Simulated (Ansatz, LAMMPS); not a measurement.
# Amorphous polyisobutylene (as short chains C18H38), from a frame at 500 K (224 atoms): geometry optimisation, part 3 of 3

Wanted: the relaxed structure of amorphous polyisobutylene (as short chains C18H38), from a frame at 500 K (224 atoms) and its electronic structure.

Ansatz 0.2.0; Kohn-Sham DFT, PBE+D4, PAW (set soft_2), plane waves.

The cell: 72 C and 152 H. The network of contacts between molecules at the start is that of the classical potential that made the cell. The density was typed from a rule of thumb and may lie off the real one at this temperature. Sampling is at Γ alone, for a cell whose shortest periodic width is 13 Å.

So far. Step 4 (Relaxation): The relaxation changed the energy by -64.6 meV/atom, and atoms moved by 0.66 Å r.m.s., 1.9 Å at most.

## 6. Single point at the relaxed geometry

The electronic structure is read at the final geometry, in a run of its own.

File input.yaml:

```yaml
crystal:
  lattice:
    - [12.9521, 0.0, 0.0]
    - [0.0, 12.9521, 0.0]
    - [0.0, 0.0, 12.9521]
  atoms:
    - { symbol: C, position: [0.98395, 0.24352, 0.54142] }
    - { symbol: C, position: [0.8715, 0.2796, 0.53619] }
    - { symbol: C, position: [0.8435, 0.37483, 0.60278] }
    - { symbol: C, position: [0.91896, 0.46376, 0.57888] }
    - { symbol: C, position: [0.8545, 0.34947, 0.71868] }
    - { symbol: C, position: [0.73435, 0.41913, 0.57715] }
    - { symbol: C, position: [0.63162, 0.35606, 0.57032] }
    - { symbol: C, position: [0.63105, 0.28785, 0.4727] }
    - { symbol: C, position: [0.61632, 0.28774, 0.66585] }
    - { symbol: C, position: [0.54775, 0.44232, 0.55775] }
    - { symbol: C, position: [0.42854, 0.42855, 0.57335] }
    - { symbol: C, position: [0.38458, 0.3297, 0.52525] }
    - { symbol: C, position: [0.40515, 0.42887, 0.68988] }
    - { symbol: C, position: [0.38327, 0.52703, 0.52029] }
    - { symbol: C, position: [0.26674, 0.55399, 0.50802] }
    - { symbol: C, position: [0.26461, 0.66515, 0.46541] }
    - { symbol: C, position: [0.20572, 0.5531, 0.6098] }
    - { symbol: C, position: [0.21178, 0.48488, 0.42846] }
    - { symbol: H, position: [0.99423, 0.17289, 0.49559] }
    - { symbol: H, position: [0.00828, 0.22564, 0.62071] }
    - { symbol: H, position: [0.03732, 0.30157, 0.51031] }
    - { symbol: H, position: [0.82173, 0.21469, 0.55919] }
    - { symbol: H, position: [0.85231, 0.29681, 0.45506] }
    - { symbol: H, position: [0.9979, 0.44468, 0.60286] }
    - { symbol: H, position: [0.89613, 0.53423, 0.62047] }
    - { symbol: H, position: [0.92008, 0.48192, 0.49584] }
    - { symbol: H, position: [0.83029, 0.41571, 0.76615] }
    - { symbol: H, position: [0.93533, 0.33274, 0.73844] }
    - { symbol: H, position: [0.80834, 0.2825, 0.74198] }
    - { symbol: H, position: [0.72158, 0.48039, 0.63505] }
    - { symbol: H, position: [0.74135, 0.46, 0.50259] }
    - { symbol: H, position: [0.65101, 0.33386, 0.4041] }
    [... 186 atom lines left out ...]
    - { symbol: H, position: [0.39293, 0.49419, 0.14936] }
    - { symbol: H, position: [0.50134, 0.41005, 0.15156] }
    - { symbol: H, position: [0.40666, 0.39615, 0.05422] }
    - { symbol: H, position: [0.54402, 0.41314, 0.91283] }
    - { symbol: H, position: [0.63787, 0.42017, 0.01165] }
    - { symbol: H, position: [0.63269, 0.5177, 0.91494] }
kpoints:
  mp_grid: { grid: [1, 1, 1] }
hamiltonian:
  xc: pbe
  dispersion: d4
scf:
  occupations: { method: fixed }
output:
  forces: true
  stress: true
  populations: true
  dos:
    method: { smearing: { sigma: 0.08 } }
    de: 0.1
    projected: { site_lists: { C: [C], H: [H] } }
  eigenvalues: true
  write_density: true
  write_potential: true
  volumetric_format: npy
  elf: true
```

Run with:

```console
$ ansatz run input.yaml --threads 4 --pin off --max-ram 8192MiB --backend cpu --events-out ev --progress --plain --runs-dir out
```

Numbers of over 12 decimals in the logs are rounded to 6 here.

Log:

```text
[...]
Crystal: 224 atoms, lattice volume = 2172.804 Å³
Basis set: ecut = 420 eV, 42499 PW (Γ), exchange–correlation on 180×180×180 points (8 copies of the dense FFT grid, shifted against one another)
Bands: 444, of which v1, the nominal top of the filled ones, is band 220 counted from 1 (219 counted from 0)
Symmetry: 1 space group operations
[...]
k-points: 1
[...]
SCF iter   1: F=—  HF=-20526.619579 eV  |F-HF|=—  |Δ(HF+E_count)|=         —  Δρ=3.97e-3  dr2=3.89e-1  ethr=1.77e-3  ⟨swp⟩=4.0  Hψ=1528  notcnv=0  defer=217
[...]
SCF iter   8: F=-20526.660108 eV  HF=-20526.660108 eV  |F-HF|=4.06e-8  |Δ(HF+E_count)|=   1.19e-8  Δρ=1.53e-6  dr2=7.39e-8  ethr=2.27e-11  ⟨swp⟩=24.0  Hψ=4230  notcnv=0
SCF 1 converged in 8 iterations: F = -20526.660108 eV  dr2 = 7.39e-8
[...]
WARN: The input density's exchange-correlation potential varies sharply where the density is thin. Do not read a vacuum level from v_tot or v_xc, or from such a field of the output density. On a cell that repeats whose density bears no net charge and no dipole along the vacuum's axis use v_es (v_loc + v_h of the components); [...]
SCF converged after 8 iterations
Free energy (F): -20526.660108 eV
[...]
Internal energy: -20526.660108 eV  (E = F + TS)
E sigma→0 (E₀):  -20526.660108 eV
Fermi energy:    -2.116711 eV
[...]
--- Forces (eV/Å), atoms counted from 1 ---
  atom   1  C     -0.02324351    -0.01049715     0.00223833
  atom   2  C      0.01718234     0.02361796     0.01630224
  atom   3  C     -0.00540663    -0.01470726     0.01531298
  atom   4  C     -0.01521938    -0.00367629    -0.00521384
  atom   5  C     -0.00461162     0.02511746    -0.03141205
  atom   6  C      0.03815787     0.02655359     0.00105331
  atom   7  C      0.00261553    -0.00532025     0.00511227
  atom   8  C     -0.03028435    -0.01549569    -0.01770388
  atom   9  C     -0.00829843    -0.00798772     0.00827505
  atom  10  C     -0.00223743    -0.00524986     0.00087007
  atom  11  C     -0.00714121    -0.00675396    -0.00455861
  atom  12  C      0.00205230    -0.01900426    -0.00246960
  atom  13  C     -0.00144718     0.00206831     0.01500384
  atom  14  C      0.00147526     0.01698114    -0.00806861
[...]
atom 223  H     -0.01209900     0.03017027    -0.01766452
  atom 224  H     -0.02243315    -0.02735411     0.03216787
  max |Σ_I F_I| component: 3.35e-5 eV/Å
--- Stress (GPa, compression-positive) ---
       -0.201161      -0.036360       0.018332
       -0.036360      -0.309369       0.029333
        0.018332       0.029333      -0.321821
  P = ⅓ Tr σ = -0.2775 GPa (-2.775 kbar)
--- Band table (eV) ---
[...]
--- Löwdin populations: 224 sites ---
  site symbol       q [e]
     0      C      4.4520
     1      C      4.2647
     2      C      3.9107
[...]
223      H      0.8244
  spilling = 0.011046 (of n_electrons = 440.000000)
```

Elapsed: 42 s, on 4 threads of Intel Xeon Platinum 8259CL at 2.50GHz (Skylake/Cascade Lake), shared host; peak memory 2.9 GiB; 2.5 min of CPU time.

The program notes that the exchange-correlation potential is rough where the density is thin.

Numbers from this run:

| Quantity | Value |
| --- | --- |
| free energy | -20526.6601 eV |
| free energy per atom | -91.6369 eV/atom |
| SCF cycles | 8 |
| pressure | -0.2775 GPa |
| r.m.s. force component | 0.0103 eV/Å |
| longest force | 0.05233 eV/Å |
| Fermi energy | -2.117 eV |
| gap (highest filled to lowest empty level) | 5.137 eV |
| spilling of the projection | 0.01105 |

Löwdin charges by element (they lack the spilled electrons, 0.022 e an atom on average):

```
element  coordination  atoms  mean charge (e)  spread   least   most
      C           all     72           -0.295   0.218  -0.464  0.098
      H           all    152            0.172  0.0073   0.154  0.187
```

Density of states as counts of states in windows of 1 eV (from the Fermi level), total and the larger projections:

```
from (eV)  to (eV)  total   C p   H s   C s
      -14      -13    9.5   1.5   1.6   6.2
      -13      -12    7.3   1.4   1.2   4.6
      -12      -11    8.0   1.1   2.1   4.6
      -11      -10   52.6   9.6  16.6  25.6
      -10       -9   11.4   2.5   3.1   5.6
       -9       -8    8.0   2.1   2.5   3.3
       -8       -7    8.0   3.8   1.7   2.5
       -7       -6   22.9  11.2   5.8   5.5
       -6       -5    6.6   4.4   1.7   0.4
       -5       -4   56.1  39.6  14.3   1.3
       -4       -3   49.8  33.3  15.1   0.7
       -3       -2   76.8  48.2  27.5   0.6
       -2       -1   66.2  45.1  20.1   0.7
       -1        0   39.4  29.4   9.2   0.7
        0        1    2.0   1.6   0.4   0.0
        1        5    0.0   0.0   0.0   0.0
```

The curve was stored every 0.100 eV, coarse against its broadening of 0.08 eV, so these counts are rough.

With fixed occupations the program's Fermi level is the highest filled level; weight inside the gap is the broadening of levels at its edges.

Between -15 and -14 eV lie 15 more states.

The levels nearest the highest filled one (over half full), pooled over k-points and spins:

```
level less the highest filled one (eV)  occupation
                                -0.495           2
                                -0.380           2
                                -0.244           2
                                -0.124           2
                               -0.0974           2
                                     0           2
                                  5.14           0
                                  5.81           0
                                  5.87           0
                                  5.94           0
                                  6.06           0
                                  6.10           0
```

Valence density in the ab plane at fractional z = 0.163, with atoms of C and H within 0.2 Å of it. It is the smooth field of the valence electrons, not physical close to the nuclei.

Ten even steps from '0' (0.0 e/Å³) to '9' (1.9 e/Å³), each cell a mean:
```
00000000013555579951000000000000000000
00000000014898777741000000000000000000
00000000013786322210000000000000000000
00000000014785200000000000000000000000
00000000257997200000000125510000010000
10000000244454200000001248620001355332
20000000000111000000001245310001599886
10000000000000000012111365310001588532
00134210000000000012123798632224786210
01379642100000000000113677665557996200
01356655200000010000001122234333554210
12222111000000253110000000011110111111
35421000000000244332100000000000000001
58852100000000012356200000000000000001
79987410000000000123100000000000000013
75333200000000000000000000000000000014
21000000000000000000000000000000000001
00000000000000000000000000123100000000
00000000000000000000000000122100001100
00000110000024100000000000011000127610
00001562000023100000000000012211136410
00001331000000000000000000135642122210
00000000000000012210000001246631001110
00000000000111136620000000112210000000
```
Columns run along a (13.0 Å), rows up along b (13.0 Å). Atoms in or near the plane, at fractional coordinates: C at (0.31, 0.92), C at (0.43, 0.95), C at (0.31, 0.80), H at (0.15, 0.12), H at (0.91, 0.17), C at (0.04, 0.40), C at (0.85, 0.59), C at (0.89, 0.71), C at (0.64, 0.62), H at (0.12, 0.37), H at (0.97, 0.72), H at (0.67, 0.79), H at (0.39, 0.49), H at (0.50, 0.41).

Electrostatic potential energy in the ab plane at fractional z = 0.163, with atoms of C and H within 0.2 Å of it. With pseudopotentials it is smooth inside the atoms' cores, unlike the true potential.

Ten even steps from '0' (-40 eV) to '9' (5 eV), each cell a mean:
```
99999999997435710059999999999999999999
99999999995000630169999999999999999999
99999999997324888899999999999999999999
99999999997325899999999999999999999999
99999999764001899999999983399999999999
89999999657547999999999863589999754687
79999999999999999999999855799999500141
99999999999999999988998755899999622488
99976799999999999988988200487886225899
99710178999999999999998411563571002899
99841463799999999999999888876687447999
88888898899999627999999999999999999999
87789999999999757788999999999999999999
41158999999999998862699999999999999998
30044499999999999985799999999999999998
36686799999999999999999999999999999995
79999999999999999999999999999999999998
99999999999999999999999999965899999999
99999999999999999999999999987999998899
99999889999964899999999999999999981299
99999328999976899999999999998889985699
99999669999999999999999999986678988899
99999999999999997799999999874589999999
99999999999999985689999999987899999999
```
Columns run along a (13.0 Å; values clipped at the 3rd and 97th percentile), rows up along b (13.0 Å). Atoms in or near the plane, at fractional coordinates: C at (0.31, 0.92), C at (0.43, 0.95), C at (0.31, 0.80), H at (0.15, 0.12), H at (0.91, 0.17), C at (0.04, 0.40), C at (0.85, 0.59), C at (0.89, 0.71), C at (0.64, 0.62), H at (0.12, 0.37), H at (0.97, 0.72), H at (0.67, 0.79), H at (0.39, 0.49), H at (0.50, 0.41).

Mean Löwdin charges: C -0.30, H +0.17 e (they miss 1.1 % of the electrons, so they add up to more than the cell's charge). The largest share in the top eV of filled states is C p (75 % of the projected weight), and in the lowest eV of empty states H s (58 % of the projected weight).

A closer look about C183, picked at random: 10 atoms, nearest first, numbered in the order of the input, with positions taken from that point.

```
atom      x      y      z  distance (Å)  bonds  Löwdin charge (e)
C183   0.00   0.00   0.00          0.00      4               0.10
C186   1.01  -0.80  -0.84          1.54      4              -0.46
C185  -0.75  -0.97   0.92          1.54      4              -0.46
C184  -1.03   0.61  -0.98          1.54      4              -0.45
C182   0.60   1.22   0.77          1.56      4              -0.28
H214  -0.26   1.70   1.26          2.13      1               0.16
H215   0.94   1.93   0.00          2.15      1               0.15
H222   0.47  -1.49  -1.51          2.17      1               0.18
H221  -1.31  -1.71   0.32          2.18      1               0.18
H217  -1.53  -0.17  -1.55          2.19      1               0.18
```

The column of bonds counts only the pairs H-C within 1.34 Å, C-C within 1.85 Å; other neighbours, such as metal atoms beside each other in a compound, aren't counted, and periodic images can show an atom twice.

## 7. Other settings

Changed here: scf.initial_density.chi_scale = 0.0, scf.occupations.method = "methfessel_paxton" and scf.occupations.width = 0.025.

Edit input.yaml of step 6 so:

```diff
@@ -6,3 +6,3 @@
   atoms:
-    [... the 224 atom lines of step 6 ...]
+    [... the 224 atom lines of step 3 ...]
 kpoints:
@@ -13,3 +13,4 @@
 scf:
-  occupations: { method: fixed }
+  occupations: { method: methfessel_paxton, width: 0.025 }
+  initial_density: { chi_scale: 0.0 }
 output:
@@ -23,5 +24 @@
   eigenvalues: true
-  write_density: true
-  write_potential: true
-  volumetric_format: npy
-  elf: true
```

Log:

```text
[...]
Crystal: 224 atoms, lattice volume = 2172.804 Å³
Basis set: ecut = 420 eV, 42499 PW (Γ), exchange–correlation on 180×180×180 points (8 copies of the dense FFT grid, shifted against one another)
Bands: 444, of which v1, the nominal top of the filled ones, is band 220 counted from 1 (219 counted from 0)
Symmetry: 1 space group operations
[...]
k-points: 1
[...]
SCF iter   1: F=—  HF=-20634.799145 eV  |F-HF|=—  |Δ(HF+E_count)|=         —  Δρ=1.17e-1  dr2=3.62e2  ethr=3.10e-3  ⟨swp⟩=6.0  Hψ=2122  notcnv=0  defer=53
[...]
SCF iter  11: F=-20512.185259 eV  HF=-20512.185259 eV  |F-HF|=6.08e-10  |Δ(HF+E_count)|=   5.29e-8  S|Δr|=    0.00e0  Δρ=6.18e-7  dr2=1.07e-8  ethr=2.27e-11  ⟨swp⟩=17.0  Hψ=3439  notcnv=0
SCF 1 converged in 11 iterations: F = -20512.185259 eV  dr2 = 1.07e-8
[...]
SCF converged after 11 iterations
Stability not checked: this state was not tested for a lower state beside it, because cold or Methfessel-Paxton smearing, or corrected tetrahedra, fill the levels in a way that the test cannot read (fill_not_monotonic; see scf.lower_state_search)
Free energy (F): -20512.185259 eV
[...]
Internal energy: -20512.185259 eV  (E = F + TS)
E sigma→0 (E₀):  -20512.185259 eV
Fermi energy:    0.555745 eV
Step filling:    the computed levels leave a gap of 4.8722 eV = 194.9 smearing widths at the electron count; against every level under it full and every level over it empty, smearing changes F+E_penalty+E_count by +0.00e0 meV and its σ→0 estimate by +0.00e0 meV
[...]
--- Forces (eV/Å), atoms counted from 1 ---
  atom   1  C     -1.06093196    -1.58392404    -1.09899771
  atom   2  C      0.52067602    -0.02253521     0.40245969
  atom   3  C      0.61992514     2.23809746    -1.10358817
  atom   4  C      1.03673887    -2.79117879    -0.91443751
  atom   5  C     -0.54123524    -2.11498511     1.30707459
  atom   6  C     -0.82008474     0.22751841     0.10056285
  atom   7  C      0.32909755    -1.71930144     0.84219028
  atom   8  C      2.00928511    -2.67171965     0.37216953
  atom   9  C      0.68514182     1.00422897     0.27447815
  atom  10  C     -0.20504653    -1.69937363     0.74843476
  atom  11  C     -1.53864458    -0.79571552     0.61657431
  atom  12  C     -0.51809769     0.35841709     0.53104153
  atom  13  C      2.76437237    -3.69117954     0.97108419
  atom  14  C      0.52388348     0.13514169    -2.51760147
[...]
atom 223  H      0.11812932     0.82574871    -0.31757324
  atom 224  H     -0.25117237    -0.15015275     0.70339172
  max |Σ_I F_I| component: 5.79e-5 eV/Å
--- Stress (GPa, compression-positive) ---
        1.680401      -0.011843      -1.096141
       -0.011842       2.423040       0.409961
       -1.096140       0.409961       3.729520
  P = ⅓ Tr σ = 2.6110 GPa (26.110 kbar)
--- Band table (eV) ---
[...]
--- Löwdin populations: 224 sites ---
  site symbol       q [e]
     0      C      4.4313
     1      C      4.2722
     2      C      3.9131
[...]
223      H      0.8357
  spilling = 0.011104 (of n_electrons = 440.000000)
```

The job ended after 44 s (4 threads; peak memory 2.9 GiB).

Geometry and reference: those of the single point at the start.

Forces differ from those of the single point at the start by 0.007 meV/Å r.m.s., 6.0e-4 % of their size. It took 0.74 times the reference's time, which goes against the count of work (plane waves, k-points, bands and cycles) (shared host, so rough).

## 8. Summary of results

| Item | Value |
| --- | --- |
| energy change in the relaxation | -64.62 meV/atom |
| r.m.s. displacement | 0.659 Å |
| largest displacement | 1.885 Å |
| free energy per atom | -91.6369 eV/atom |
| pressure | -0.2775 GPa |
| r.m.s. force component | 0.0103 eV/Å |
| gap (highest filled to lowest empty level) | 5.137 eV |
| wall time of the 4 DFT runs | 9.1 min |

In words: Relaxation lowers the energy by 64.6 meV/atom and moves atoms by 0.66 Å r.m.s.; the r.m.s. force component goes from 1.1 to 0.010 eV/Å, the pressure goes from 2.6 to -0.28 GPa, and the gap from 4.87 to 5.14 eV. By the final cutoffs no bond was broken or made. First to last step the energy falls by 14.475 eV; the largest move, 1.88 Å, is that of H49. The H-C bonds change most in mean length: from 1.089 Å (spread 0.038) to 1.099 Å (spread 0.002). By these cutoffs all C atoms have 4 and all H atoms have 1 bonded neighbour. The highest filled and lowest empty levels differ by 5.14 eV (at Γ alone); a semilocal functional tends to put such gaps too low. In a disordered cell it changes from sample to sample, and tail or defect levels can set it.

What to keep in mind: The network of contacts between molecules at the start is that of the classical potential that made the cell; in DFT atoms moved by 0.66 Å r.m.s.

[Logs are printed without paths, hosts, clocks, repeated set-up lines and the standing remarks that a program may print on its own settings, such as how far it seeks lower states.]

[Hosts, paths, dates, database ids (printed as entryN), source tags and the programs' standing remarks are cut or masked in the printed files.]
